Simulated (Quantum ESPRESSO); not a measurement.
**Cobalt: which magnetic order is lowest**

Wanted: the moments of Cobalt and the energy of each order that was tried.

Main program and level: Quantum ESPRESSO 7.5; LDA; plane waves with GBRV 1.5 LDA potentials, no spin-orbit coupling.

Most raw output is cut from this account.

## 1. Starting point

It takes space group P6_3/mmc (No. 194, hexagonal). The conventional cell has a = 2.507 Å, b = 2.507 Å, c = 4.070 Å, α = 90.00°, β = 90.00°, γ = 120.00°. Co has 12 Co at 2.50 to 2.51 Å nearest.

The cell comes from the Crystallography Open Database.

## 2. Run 1, typed as ferro ++

The signs are those of the starting moments on the seeded atoms, the atoms that are given a moment.

pw.in

```
&CONTROL
  calculation = 'scf'
  prefix = 'pwscf'
  outdir = './tmp'
  pseudo_dir = './pseudo'
  disk_io = 'nowf'
/
&SYSTEM
  ibrav = 0
  nat = 2
  ntyp = 1
  ecutwfc = 40
  ecutrho = 280
  nbnd = 26
  occupations = 'smearing'
  smearing = 'fd'
  degauss = 0.00734986
  nspin = 2
  starting_magnetization(1) = 0.1176
/
&ELECTRONS
  conv_thr = 4d-09
  electron_maxstep = 150
  mixing_beta = 0.3
/
ATOMIC_SPECIES
Co     58.9332 co_lda_v1.2.uspp.F.UPF
CELL_PARAMETERS angstrom
   2.5074000000    0.0000000000    0.0000000000
  -1.2537000000    2.1714720974    0.0000000000
   0.0000000000    0.0000000000    4.0699000000
ATOMIC_POSITIONS crystal
Co      0.3333333333    0.6666666667    0.2500000000
Co      0.6666666667    0.3333333333    0.7500000000
K_POINTS automatic
12 12 6 0 0 0
```

Run with:

```console
OMP_NUM_THREADS=1 mpirun -n 4 pw.x -nk 4 -in pw.in > pw.out
```

It took 7 s on 4 MPI ranks of Arm Neoverse V2, shared host; peak memory 0.27 GiB; 27 s of CPU time.

Spin moment in the atom's sphere by atom:

| atom | spin moment in the atom's sphere (μB) |
| --- | --- |
| Co1 | 1.72 |
| Co2 | 1.72 |

Numbers from this step:

* smearing term TS: 0.06543 eV
* magnetization: 3.318 μB
* absolute magnetization: 3.562 μB
* final state: ferromagnetic

## 3. Run 2 (antiferro +−)

pw.in

```
&CONTROL
  calculation = 'scf'
  prefix = 'pwscf'
  outdir = './tmp'
  pseudo_dir = './pseudo'
  disk_io = 'nowf'
/
&SYSTEM
  ibrav = 0
  nat = 2
  ntyp = 2
  ecutwfc = 40
  ecutrho = 280
  nbnd = 24
  occupations = 'smearing'
  smearing = 'fd'
  degauss = 0.00734986
  nspin = 2
  starting_magnetization(1) = 0.1176
  starting_magnetization(2) = -0.1176
/
&ELECTRONS
  conv_thr = 4d-09
  electron_maxstep = 150
  mixing_beta = 0.3
/
ATOMIC_SPECIES
Co1    58.9332 co_lda_v1.2.uspp.F.UPF
Co2    58.9332 co_lda_v1.2.uspp.F.UPF
CELL_PARAMETERS angstrom
   2.5074000000    0.0000000000    0.0000000000
  -1.2537000000    2.1714720974    0.0000000000
   0.0000000000    0.0000000000    4.0699000000
ATOMIC_POSITIONS crystal
Co1     0.3333333333    0.6666666667    0.2500000000
Co2     0.6666666667    0.3333333333    0.7500000000
K_POINTS automatic
12 12 6 0 0 0
```

It took 9.7 s on 4 MPI ranks; peak memory 0.28 GiB; 38 s of CPU time.

Spin moment in the atom's sphere by atom:

| atom | spin moment in the atom's sphere (μB) |
| --- | --- |
| Co1 | 0.894 |
| Co2 | -0.894 |

This step gave:

```
smearing term TS       : 0.1725 eV
magnetization          : 0 μB
absolute magnetization : 1.822 μB
final state            : antiferromagnetic
```

## 4. Run 3 (antiferro q=(0,1/2,0) +−+−)

The cell is doubled to 4 atoms to hold this order. The wavevector q is in fractions of the reciprocal vectors of the crystal's primitive cell, as the cells of these inputs are built from it; moments change sign between cells as cos(2π q·R).

pw.in

```
&CONTROL
  calculation = 'scf'
  prefix = 'pwscf'
  outdir = './tmp'
  pseudo_dir = './pseudo'
  disk_io = 'nowf'
/
&SYSTEM
  ibrav = 0
  nat = 4
  ntyp = 2
  ecutwfc = 40
  ecutrho = 280
  nbnd = 44
  occupations = 'smearing'
  smearing = 'fd'
  degauss = 0.00734986
  nspin = 2
  starting_magnetization(1) = 0.1176
  starting_magnetization(2) = -0.1176
/
&ELECTRONS
  conv_thr = 8d-09
  electron_maxstep = 150
  mixing_beta = 0.3
/
ATOMIC_SPECIES
Co1    58.9332 co_lda_v1.2.uspp.F.UPF
Co2    58.9332 co_lda_v1.2.uspp.F.UPF
CELL_PARAMETERS angstrom
   2.5074000000    0.0000000000    0.0000000000
  -2.5074000000    4.3429441948    0.0000000000
   0.0000000000    0.0000000000    4.0699000000
ATOMIC_POSITIONS crystal
Co1     0.3333333333    0.3333333334    0.2500000000
Co2     0.3333333333    0.8333333333    0.2500000000
Co1     0.6666666667    0.1666666666    0.7500000000
Co2     0.6666666667    0.6666666666    0.7500000000
K_POINTS automatic
12 6 6 0 0 0
```

Run time: 47 s. Hardware: 4 MPI ranks; peak memory 0.49 GiB; 3.1 min of CPU time.

Spin moment in the atom's sphere by atom:

| atom | spin moment in the atom's sphere (μB) |
| --- | --- |
| Co1 | 1.13 |
| Co2 | -1.13 |
| Co3 | 1.13 |
| Co4 | -1.13 |

This step gave:

| Property | Result |
| --- | --- |
| smearing term TS | 0.2924 eV |
| magnetization | 0 μB |
| absolute magnetization | 4.633 μB |
| final state | antiferromagnetic |

## 5. Run 4 (no spin polarisation)

pw.in

```
&CONTROL
  calculation = 'scf'
  prefix = 'pwscf'
  outdir = './tmp'
  pseudo_dir = './pseudo'
  disk_io = 'nowf'
/
&SYSTEM
  ibrav = 0
  nat = 2
  ntyp = 1
  ecutwfc = 40
  ecutrho = 280
  nbnd = 24
  occupations = 'smearing'
  smearing = 'fd'
  degauss = 0.00734986
/
&ELECTRONS
  conv_thr = 4d-09
  electron_maxstep = 150
  mixing_beta = 0.3
/
ATOMIC_SPECIES
Co     58.9332 co_lda_v1.2.uspp.F.UPF
CELL_PARAMETERS angstrom
   2.5074000000    0.0000000000    0.0000000000
  -1.2537000000    2.1714720974    0.0000000000
   0.0000000000    0.0000000000    4.0699000000
ATOMIC_POSITIONS crystal
Co      0.3333333333    0.6666666667    0.2500000000
Co      0.6666666667    0.3333333333    0.7500000000
K_POINTS automatic
12 12 6 0 0 0
```

Wall time 3.3 s (4 MPI ranks); peak memory 0.24 GiB; 13 s of CPU time.

Numbers from this step:

| Quantity | Value |
| --- | --- |
| smearing term TS | 0.1911 eV |
| final state | non-magnetic (no spin polarisation) |

## 6. Ranking

An order is kept where moments of 0.15 μB or more survive with the typed signs; meshes match where a doubled cell samples the same k points as the first cell.

Orders:

| start | final state | typed order kept | energy over the lowest (meV a seeded atom) | largest site moment (μB) | net moment (μB a cell of the first run) | mesh matched | CPU time (s) |
| --- | --- | --- | --- | --- | --- | --- | --- |
| ferro ++ | ferromagnetic | yes | 0 | 1.715 | 3.318 | yes | 27.44 |
| antiferro +- | antiferromagnetic | yes | 204.7 | 0.894 | 0 | yes | 38.47 |
| antiferro q=(0,1/2,0) +-+- | antiferromagnetic | yes | 180.8 | 1.134 | 0.001111 | yes | 186.2 |
| no spin polarisation | non-magnetic | - | 210.2 | 0 | 0 | yes | 12.92 |

## 7. The lowest state again, with its states saved

pw.in

```
&CONTROL
  calculation = 'scf'
  prefix = 'pwscf'
  outdir = './tmp'
  pseudo_dir = './pseudo'
  disk_io = 'low'
/
&SYSTEM
  ibrav = 0
  celldm(1) = 8
  nat = 2
  ntyp = 1
  ecutwfc = 40
  ecutrho = 280
  nbnd = 30
  occupations = 'smearing'
  smearing = 'fd'
  degauss = 0.00734986
  nspin = 2
  starting_magnetization(1) = 0.1176
/
&ELECTRONS
  conv_thr = 4d-09
  electron_maxstep = 150
  mixing_beta = 0.3
/
ATOMIC_SPECIES
Co     58.9332 co_lda_v1.2.uspp.F.UPF
CELL_PARAMETERS alat
   0.5922874106108    0.0000000000000    0.0000000000000
  -0.2961437053054    0.5129359439191    0.0000000000000
   0.0000000000000    0.0000000000000    0.9613745443268
ATOMIC_POSITIONS crystal
Co      0.3333333333    0.6666666667    0.2500000000
Co      0.6666666667    0.3333333333    0.7500000000
K_POINTS automatic
12 12 6 0 0 0
```

The job ended after 7.7 s (4 MPI ranks; peak memory 0.27 GiB).

Numbers from this step:

```
smearing term TS       : 0.06543 eV
magnetization          : 3.318 μB
absolute magnetization : 3.562 μB
final state            : ferromagnetic
largest moment         : 1.715 μB
```

## 8. Another way to count moments

projwfc.x projects the saved states on orthogonalised atomic orbitals of the pseudopotential files.

The job ended after 1.3 s (4 MPI ranks; peak memory 0.05 GiB).

| atom | moment in the sphere (μB) | Löwdin moment (μB) | Löwdin charge (e) |
| --- | --- | --- | --- |
| Co1 | 1.715 | 1.667 | 16.981 |
| Co2 | 1.715 | 1.667 | 16.981 |

## 9. What came out

| Property | Result |
| --- | --- |
| lowest state found | ferromagnetic (from ferro ++) |
| largest site moment | 1.72 μB |
| next state with moments | antiferromagnetic, 181 meV a seeded atom higher |
| state without moments | 210 meV a seeded atom higher |

What this shows: The smearing terms TS of the orders run from 33 to 86 meV a seeded atom, so the differences would change at a smaller width: an order with a larger TS is lowered more by the smearing. The largest moment reads 1.72 μB in the sphere and 1.67 μB by Löwdin projection; a site moment hangs on how space is shared out. This is the lowest of 4 collinear or spinless starts, no proof of the ground state. Energies are free energies at an electronic temperature of 1160 K, which lowers moments and differences where the moments are itinerant.

[Logs and program files are shortened in this print: banners, set-up blocks, solver, clock and traceback lines can be left out without a mark of their own.]

[Logs are printed without paths, hosts, clocks, repeated set-up lines and the standing remarks that a program may print on its own settings, such as how far it seeks lower states.]

[Hosts, paths, dates, database ids (printed as entryN), source tags and the programs' standing remarks are cut or masked in the printed files.]

[Where a cell is said to come from a database of computed structures, the database is the Materials Project.]
